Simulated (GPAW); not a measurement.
## Geometry or basis: what sets the conductance of a Ag chain with one C atom in line

How well does a Ag chain with one C atom in line conduct once its atoms have relaxed, and how much do cheaper levels lose?

Main program and level: GPAW 26.7.0; GPAW LCAO, PAW setups; relaxation of the junction within the symmetry of its start, lead ends held, in the first sound run; inputs show where later runs differ.

## (1) Starting point

The cell holds 15 atoms: 14 Ag and 1 C. Cell: a = 9.000 Å, b = 9.000 Å, c = 38.408 Å, α = 90.0°, β = 90.0°, γ = 90.0°. Regions: left lead, 7 atoms (7 Ag); channel, 1 atom (1 C); right lead, 7 atoms (7 Ag). Vacuum lies along a and b. The structure is stacked along c, and the current runs across the ab planes.

## (2) Relaxing the atoms

Transmission follows bond lengths closely, so the atoms between the held lead ends are relaxed first, within whatever symmetry the start has.

The input, run.py:

```python
import json
from ase import Atoms
from ase.constraints import FixAtoms
from ase.optimize import BFGS
from gpaw import GPAW, FermiDirac

device = Atoms(
    ['Ag', 'Ag', 'Ag', 'Ag', 'Ag', 'Ag', 'Ag', 'C', 'Ag', 'Ag', 'Ag', 'Ag', 'Ag', 'Ag', 'Ag'],
    positions=[
        [4.50000, 4.50000, 1.33000],
        [4.50000, 4.50000, 3.99000],
        [4.50000, 4.50000, 6.65000],
        [4.50000, 4.50000, 9.31000],
        [4.50000, 4.50000, 11.97000],
        [4.50000, 4.50000, 14.63000],
        [4.50000, 4.50000, 17.29000],
        [4.50000, 4.50000, 19.20420],
        [4.50000, 4.50000, 21.11840],
        [4.50000, 4.50000, 23.77840],
        [4.50000, 4.50000, 26.43840],
        [4.50000, 4.50000, 29.09840],
        [4.50000, 4.50000, 31.75840],
        [4.50000, 4.50000, 34.41840],
        [4.50000, 4.50000, 37.07840]],
    cell=[[9.0, 0.0, 0.0], [0.0, 9.0, 0.0], [0.0, 0.0, 38.4084]],
    pbc=True)

device.set_constraint(FixAtoms([0, 1, 2, 3, 4, 5, 9, 10, 11, 12, 13, 14]))
device.calc = GPAW(mode='lcao', basis='dzp', xc='PBE', h=0.18,
                   kpts={'size': (1, 1, 2), 'gamma': True},
                   symmetry={'tolerance': 1e-3, 'extra_ids': [1, 1, 1, 1, 1, 1, 0, 0, 0, 1, 1, 1, 1, 1, 1]},
                   occupations=FermiDirac(0.1), maxiter=250,
                   mixer=dict(beta=0.1, nmaxold=8, weight=100.0),
                   convergence=dict(density=0.0001), txt='relax.txt')
path = []
opt = BFGS(device, maxstep=0.15)
opt.attach(lambda: path.append((device.get_potential_energy(), device.positions.tolist(), device.get_forces().tolist())))
relaxed = bool(opt.run(fmax=0.05, steps=50))
json.dump(dict(relaxed=relaxed, path=path, positions=device.positions.tolist(), moments=device.get_magnetic_moments().tolist(),
               forces=device.get_forces(apply_constraint=False).tolist()), open('result.json', 'w'))
```

On the command line:

```sh
> OMP_NUM_THREADS=1 OPENBLAS_NUM_THREADS=1 python run.py
```

Output:

```text
Step          Energy          fmax
BFGS:    0      -16.205955        0.953237
BFGS:    1      -16.228059        0.678706
BFGS:    2      -16.251308        0.028452
```

Run time: 3.6 min. Hardware: 1 thread of Arm Neoverse V2, shared host; peak memory 1.9 GiB.

Step by step:

| step | energy less that of the first step (eV) | largest force (eV/Å) |
| --- | --- | --- |
| 1 | 0.0000 | 0.9532 |
| 2 | -0.0224 | 0.6787 |
| 3 | -0.0456 | 0.0285 |

The atoms that moved most (Å):

| atom | dx | dy | dz | length |
| --- | --- | --- | --- | --- |
| Ag7 | 0.000 | 0.000 | -0.047 | 0.047 |
| Ag9 | 0.000 | 0.000 | 0.047 | 0.047 |

Final coordinates:

```cif
data_structure
_symmetry_space_group_name_H-M 'P 1'
_symmetry_Int_Tables_number 1
_cell_length_a 9.0000
_cell_length_b 9.0000
_cell_length_c 38.4084
_cell_angle_alpha 90.000
_cell_angle_beta 90.000
_cell_angle_gamma 90.000
_cell_volume 3111.08
loop_
_atom_site_label
_atom_site_type_symbol
_atom_site_fract_x
_atom_site_fract_y
_atom_site_fract_z
_atom_site_occupancy
Ag1 Ag 0.50000 0.50000 0.03463 1
Ag2 Ag 0.50000 0.50000 0.10388 1
Ag3 Ag 0.50000 0.50000 0.17314 1
Ag4 Ag 0.50000 0.50000 0.24239 1
Ag5 Ag 0.50000 0.50000 0.31165 1
Ag6 Ag 0.50000 0.50000 0.38091 1
Ag7 Ag 0.50000 0.50000 0.44893 1
C8 C 0.50000 0.50000 0.50000 1
Ag9 Ag 0.50000 0.50000 0.55107 1
Ag10 Ag 0.50000 0.50000 0.61909 1
Ag11 Ag 0.50000 0.50000 0.68835 1
Ag12 Ag 0.50000 0.50000 0.75761 1
Ag13 Ag 0.50000 0.50000 0.82686 1
Ag14 Ag 0.50000 0.50000 0.89612 1
Ag15 Ag 0.50000 0.50000 0.96537 1
```

The relaxation lowered the energy of the cell by 0.0456 eV (energies extrapolated to zero smearing; the optimiser's log prints free energies). The largest force left on a free atom is 0.028 eV/Å.

## (3) GPAW, dzp

Localised orbitals split the wire into layers that couple to their neighbours alone, which is what the Green's function method needs; double zeta with polarisation is the usual level for numbers.

This step: GPAW LCAO, PAW setups; Landauer transmission from Green's functions with principal layers (ASE), zero bias (GPAW 26.7.0).

The input, run.py:

```python
import json
import numpy as np
from ase import Atoms
from ase.transport.calculators import TransportCalculator
from gpaw import GPAW, FermiDirac
from gpaw.lcao.tools import get_lcao_hamiltonian
from scipy.linalg import eigh

# The junction with lead layers at both ends, along the third cell vector
device = Atoms(
    ['Ag', 'Ag', 'Ag', 'Ag', 'Ag', 'Ag', 'Ag', 'C', 'Ag', 'Ag', 'Ag', 'Ag', 'Ag', 'Ag', 'Ag'],
    positions=[
        [4.50000, 4.50000, 1.33000],
        [4.50000, 4.50000, 3.99000],
        [4.50000, 4.50000, 6.65000],
        [4.50000, 4.50000, 9.31000],
        [4.50000, 4.50000, 11.97000],
        [4.50000, 4.50000, 14.63000],
        [4.50000, 4.50000, 17.24272],
        [4.50000, 4.50000, 19.20420],
        [4.50000, 4.50000, 21.16568],
        [4.50000, 4.50000, 23.77840],
        [4.50000, 4.50000, 26.43840],
        [4.50000, 4.50000, 29.09840],
        [4.50000, 4.50000, 31.75840],
        [4.50000, 4.50000, 34.41840],
        [4.50000, 4.50000, 37.07840]],
    cell=[[9.0, 0.0, 0.0], [0.0, 9.0, 0.0], [0.0, 0.0, 38.4084]],
    pbc=True)

# One principal layer of the lead: the first 4 atoms of the device
lead = Atoms(
    ['Ag', 'Ag', 'Ag', 'Ag'],
    positions=[
        [4.50000, 4.50000, 1.33000],
        [4.50000, 4.50000, 3.99000],
        [4.50000, 4.50000, 6.65000],
        [4.50000, 4.50000, 9.31000]],
    cell=[[9.0, 0.0, 0.0], [0.0, 9.0, 0.0], [0.0, 0.0, 10.64]],
    pbc=True)

settings = dict(mode='lcao', basis='dzp', xc='PBE', h=0.2,
                occupations=FermiDirac(0.1), maxiter=250,
                mixer=dict(beta=0.1, nmaxold=8, weight=100.0),
                convergence=dict(density=0.0001))
energies = np.arange(-2, 2 + 1e-9, 0.025)
eta = 0.0001
n1, n2 = 1, 1
# k and -k transmit alike, so half of the mesh across the current serves
mesh = [(i, j) for i in range(n1) for j in range(n2) if (i, j) <= (-i % n1, -j % n2)]
weights = np.array([1 if (i, j) == (-i % n1, -j % n2) else 2 for i, j in mesh]) / (n1 * n2)


def ground_state(atoms, size, txt):
    atoms.calc = GPAW(kpts={'size': size, 'gamma': True}, symmetry={'tolerance': 1e-3}, txt=txt, **settings)
    atoms.get_potential_energy()
    return atoms.calc.get_fermi_level()


def blocks(atoms, fermi, points, nz, cells):
    """H - E_F S and S between cell 0 and the cells above it, at each point across the current."""
    kz = np.arange(nz) / nz
    calc = atoms.calc.fixed_density(kpts=[(*k, z) for k in points for z in kz], symmetry='off', txt=None)
    H, S = get_lcao_hamiltonian(calc)
    H = (H - fermi * S).reshape(len(H), len(points), nz, *S.shape[1:])
    S = S.reshape(H.shape[1:])
    phases = [np.exp(-2j * np.pi * kz * R) / nz for R in cells]
    return [(np.einsum('skzij,z->ksij', H, p), np.einsum('kzij,z->kij', S, p)) for p in phases]


def pair(a, b):
    return np.block([[a, b], [b.T.conj(), a]])


def count_channels(h, s, cells, nk=240):
    """Half the number of times that the lead's bands cross each energy, unfolded to its shortest repeat."""
    b = len(h) // cells
    bands = []
    for k in (np.arange(nk + 1) + 0.5) / nk:
        hk, sk = h[:b, :b].copy(), s[:b, :b].copy()
        for R in range(1, cells):
            phase, block = np.exp(2j * np.pi * k * R), slice(R * b, (R + 1) * b)
            hk += h[:b, block] * phase + (h[:b, block] * phase).T.conj()
            sk += s[:b, block] * phase + (s[:b, block] * phase).T.conj()
        w, u = eigh(sk)
        x = u[:, w > 1e-5] / w[w > 1e-5]**0.5  # drop near-dependent combinations
        bands.append(np.r_[eigh(x.T.conj() @ hk @ x, eigvals_only=True), [1e9] * (w <= 1e-5).sum()])
    below = np.array(bands)[:, :, None] < energies
    return (below[1:] != below[:-1]).sum((0, 1)) / 2


fermi_lead = ground_state(lead, (1, 1, 11), 'lead.txt')
fermi_device = ground_state(device, (1, 1, 2), 'device.txt')
T, channels, eigen, tail, misfit, shifts = [], [], [], 0.0, 0.0, []
for first in range(0, len(mesh), 493):
    points = [(i / n1, j / n2) for i, j in mesh[first:first + 493]]
    (H0k, S0k), (H1k, S1k), (H2k, _) = blocks(lead, fermi_lead, points, 5, range(3))
    [(Hk, Sk)] = blocks(device, fermi_device, points, 2, [0])
    tail = max(tail, abs(H2k).max())
    for H0, S0, H1, S1, H, S in zip(H0k, S0k, H1k, S1k, Hk, Sk):
        n = len(S0)
        # Shift the lead onto the potential of the device's first layer
        shift = ((H[:, 0, 0] - H0[:, 0, 0]) / S0[0, 0]).real.mean()
        shifts.append(shift)
        misfit = max(misfit, abs(H[:, :n, :n] - H0 - shift * S0).max())
        Tk, Ck, Ek = [], [], []
        for s in range(len(H)):
            t = s % len(H0)  # a lead without moments serves both spins
            h1, s1 = pair(H0[t] + shift * S0, H1[t] + shift * S1), pair(S0, S1)
            leads = dict(h1=h1, s1=s1, energies=energies, eta=eta, eta1=eta, eta2=eta)
            calc = TransportCalculator(h=H[s], s=S, eigenchannels=3, **leads)
            Tk.append(calc.get_transmission())
            Ek.append(np.sort(calc.eigenchannels_ne, axis=0)[::-1])
            Ck.append(count_channels(h1, s1, 8))
        T.append(Tk)
        channels.append(Ck)
        eigen.append(Ek)
T, channels = np.array(T), np.array(channels)
mean, open_channels = np.einsum('kse,k->se', T, weights), np.einsum('kse,k->se', channels, weights)

print(f'basis functions: device {len(S)}, principal layer {n}')
print(f'Fermi level: lead {fermi_lead:.4f} eV, device {fermi_device:.4f} eV; lead shifted by {np.mean(shifts):.4f} eV')
print(f'largest coupling past the next layer {tail:.2e} eV, largest misfit of the first layer {misfit:.3f} eV')
print('  E-E_F (eV)   ' + 'T (one spin)  channels')
for e, t, c in zip(energies, mean.T, open_channels.T):
    print(f'{e:10.3f}  ', *[f'{x:11.4e}' for x in t], *[f'{x:9.4f}' for x in c])

kT = 8.617333e-5 * 300
fine = np.linspace(energies[0], energies[-1], 4001)
both = np.exp(np.interp(fine, energies, np.log(np.maximum(mean.sum(0) * 2 / len(mean), 1e-30))))
fermi = lambda mu: 1 / (1 + np.exp(np.clip((fine - mu) / kT, -200, 200)))
slope = fermi(0) * (1 - fermi(0)) / kT
G = np.trapezoid(both * slope, fine) / 2
seebeck = -np.trapezoid(both * slope * fine, fine) / (2 * G * 300) * 1e6
print(f'conductance at 300 K: {G:.5g} G0 a cell; thermopower {seebeck:.4g} uV/K')
bias = [0.1, 0.2, 0.5, 1.0, 1.5, 2.0]
current = [38.74 * np.trapezoid(both * (fermi(V / 2) - fermi(-V / 2)), fine) for V in bias]
for V, I in zip(bias, current):
    print(f'current from the zero-bias T(E) at {V} V: {I:.5g} uA')
zero = abs(energies).argmin()
json.dump(dict(energies=energies.tolist(), T=mean.tolist(), channels=open_channels.tolist(), G=G, seebeck=seebeck,
               bias=bias, current=current, tail=tail, misfit=misfit, shift=np.mean(shifts), n_device=len(S), n_lead=n,
               fermi=[fermi_lead, fermi_device], energy=device.get_potential_energy(),
               moments=device.get_magnetic_moments().tolist(), mesh=mesh, weights=weights.tolist(),
               T_k=T[:, :, zero].tolist(), eigen=np.array(eigen[0]).tolist()), open('result.json', 'w'))
```

Output:

```text
basis functions: device 391, principal layer 108
Fermi level: lead -3.7843 eV, device -3.7641 eV; lead shifted by -0.0016 eV
largest coupling past the next layer 3.56e-05 eV, largest misfit of the first layer 0.083 eV
  E-E_F (eV)   T (one spin)  channels
    -2.000    3.4130e-02    3.0000
    -1.975    2.8734e-02    3.0000
    -1.950    2.3919e-02    3.0000
    -1.925    1.9660e-02    3.0000
    -1.900    1.5923e-02    3.0000
    -1.875    1.2659e-02    3.0000
    -1.850    9.8027e-03    3.0000
    -1.825    7.2671e-03    3.0000
    -1.800    4.9289e-03    3.0000
    -1.775    2.8568e-03    1.0000
    -1.750    2.1532e-03    1.0000
    -1.725    1.5813e-03    1.0000
    -1.700    1.1202e-03    1.0000
    -1.675    7.4940e-04    1.0000
    -1.650    4.4923e-04    1.0000
    -1.625    2.0026e-04    1.0000
[...]
1.825    2.7871e-01    1.0000
     1.850    2.7657e-01    1.0000
     1.875    2.7444e-01    1.0000
     1.900    2.7233e-01    1.0000
     1.925    2.7024e-01    1.0000
     1.950    2.6816e-01    1.0000
     1.975    2.6610e-01    1.0000
     2.000    2.6405e-01    1.0000
conductance at 300 K: 0.70292 G0 a cell; thermopower 3.958 uV/K
current from the zero-bias T(E) at 0.1 V: 5.4428 uA
current from the zero-bias T(E) at 0.2 V: 10.865 uA
current from the zero-bias T(E) at 0.5 V: 26.832 uA
current from the zero-bias T(E) at 1.0 V: 51.927 uA
current from the zero-bias T(E) at 1.5 V: 75.913 uA
current from the zero-bias T(E) at 2.0 V: 99.624 uA
```

Wall time 1.8 min (1 thread); peak memory 1.4 GiB.

This step gave:

* conductance: 0.7029 G₀
* thermopower: 3.958 μV/K
* largest coupling past the next principal layer: 3.56e-5 eV
* largest misfit of the first principal layer: 0.08318 eV
* shift that aligns the lead: -0.001575 eV
* basis functions of the junction: 391
* basis functions of a principal layer: 108
* transmission at the Fermi level (one spin): 0.7042
* open channels of the lead at the Fermi level (one spin): 1

One spin. Table of transmission, zone mean by energy, zero at the Fermi level:

| energy (eV) | transmission, zone mean |
| --- | --- |
| -2.000 | 0.0341 |
| -1.800 | 0.00493 |
| -1.600 | 1.9e-8 |
| -1.400 | 1.8e-8 |
| -1.200 | 1.8e-8 |
| -1.000 | 0.860 |
| -0.950 | 0.867 |
| -0.800 | 0.847 |
| -0.600 | 0.789 |
| -0.400 | 0.766 |
| -0.200 | 0.756 |
| 0.000 | 0.704 |
| 0.200 | 0.612 |
| 0.400 | 0.517 |
| 0.600 | 0.444 |
| 0.800 | 0.395 |
| 1.000 | 0.362 |
| 1.200 | 0.338 |
| 1.400 | 0.318 |
| 1.600 | 0.299 |
| 1.800 | 0.281 |
| 2.000 | 0.264 |

Crossings of the lead's bands, unfolded to its shortest repeat. Table of open channels, zone mean by energy, zero at the Fermi level:

energy (eV), open channels, zone mean and a bar:
```
   -2.000       3.00 ##############################
   -1.800       3.00 ##############################
   -1.600       0.00 
   -1.400       0.00 
   -1.200       0.00 
   -1.000       1.00 ##########
   -0.800       1.00 ##########
   -0.600       1.00 ##########
   -0.400       1.00 ##########
   -0.200       1.00 ##########
    0.000       1.00 ##########
    0.200       1.00 ##########
    0.400       1.00 ##########
    0.600       1.00 ##########
    0.800       1.00 ##########
    1.000       1.00 ##########
    1.200       1.00 ##########
    1.400       1.00 ##########
    1.600       1.00 ##########
    1.800       1.00 ##########
    2.000       1.00 ##########
```

Not self-consistent under bias; the bias window is split evenly. The current through one cell, from the zero-bias transmission by bias:

| bias (V) | current through one cell, from the zero-bias transmission (μA) |
| --- | --- |
| 0.100 | 5.44 |
| 0.200 | 10.9 |
| 0.500 | 26.8 |
| 1.000 | 51.9 |
| 1.500 | 75.9 |
| 2.000 | 99.6 |

Transmission of the three most open eigenchannels against energy, zero at the Fermi level:

| energy (eV) | channel 1 | channel 2 | channel 3 |
| --- | --- | --- | --- |
| -2.000 | 0.0185 | 0.00781 | 0.00781 |
| -1.800 | 0.00371 | 6.1e-4 | 6.1e-4 |
| -1.600 | 1.7e-8 | 2.3e-9 | 2.9e-12 |
| -1.400 | 1.8e-8 | 2.8e-12 | 0 |
| -1.200 | 1.8e-8 | 0 | 0 |
| -1.000 | 0.860 | 6.5e-10 | 1.8e-10 |
| -0.800 | 0.847 | 1.3e-8 | 2.5e-12 |
| -0.600 | 0.789 | 1.5e-8 | 2.8e-12 |
| -0.400 | 0.766 | 1.6e-8 | 2.9e-12 |
| -0.200 | 0.756 | 1.6e-8 | 2.9e-12 |
| 0.000 | 0.704 | 1.6e-8 | 2.9e-12 |
| 0.200 | 0.612 | 1.7e-8 | 2.8e-12 |
| 0.400 | 0.517 | 1.7e-8 | 2.8e-12 |
| 0.600 | 0.444 | 1.7e-8 | 2.8e-12 |
| 0.800 | 0.395 | 1.7e-8 | 2.8e-12 |
| 1.000 | 0.362 | 1.7e-8 | 2.7e-12 |
| 1.200 | 0.338 | 1.7e-8 | 2.7e-12 |
| 1.400 | 0.318 | 1.7e-8 | 2.7e-12 |
| 1.600 | 0.299 | 1.7e-8 | 2.6e-12 |
| 1.800 | 0.281 | 1.6e-8 | 2.6e-12 |
| 2.000 | 0.264 | 1.6e-8 | 2.5e-12 |

Couplings past the next layer reach 3.6e-5 eV, small enough to drop; the matrix elements of the cell's first layer differ from the bulk lead's by up to 0.083 eV. That layer keeps its own values in the calculation, and only beyond it is the lead taken as perfect. The Fermi levels of lead and junction count from different zeros of potential, one for each periodic cell; with both set to zero, the small remaining shift is what aligns them. By hand: G = 0.7029 × 77.48 μS = 54.5 μS, a resistance of 18.4 kΩ; at 0.1 V a linear junction would pass 5.45 μA, and the integral over the bias window gives 5.44 μA. Mott's formula, S = -(π²/3)(k_B²T/e) d ln T/dE, has the prefactor 7.33 μV/K·eV at 300 K; T = 0.7134 at -0.025 eV and 0.6942 at 0.025 eV give a slope of -0.546 per eV and S = 4.00 μV/K, beside 3.96 μV/K from the thermal integral, which interpolates the same grid.

(Part 1 of 3 ends here.)

[Logs are printed without paths, hosts, clocks, repeated set-up lines and the standing remarks that a program may print on its own settings, such as how far it seeks lower states.]

[Hosts, paths, dates, database ids (printed as entryN), source tags and the programs' standing remarks are cut or masked in the printed files.]
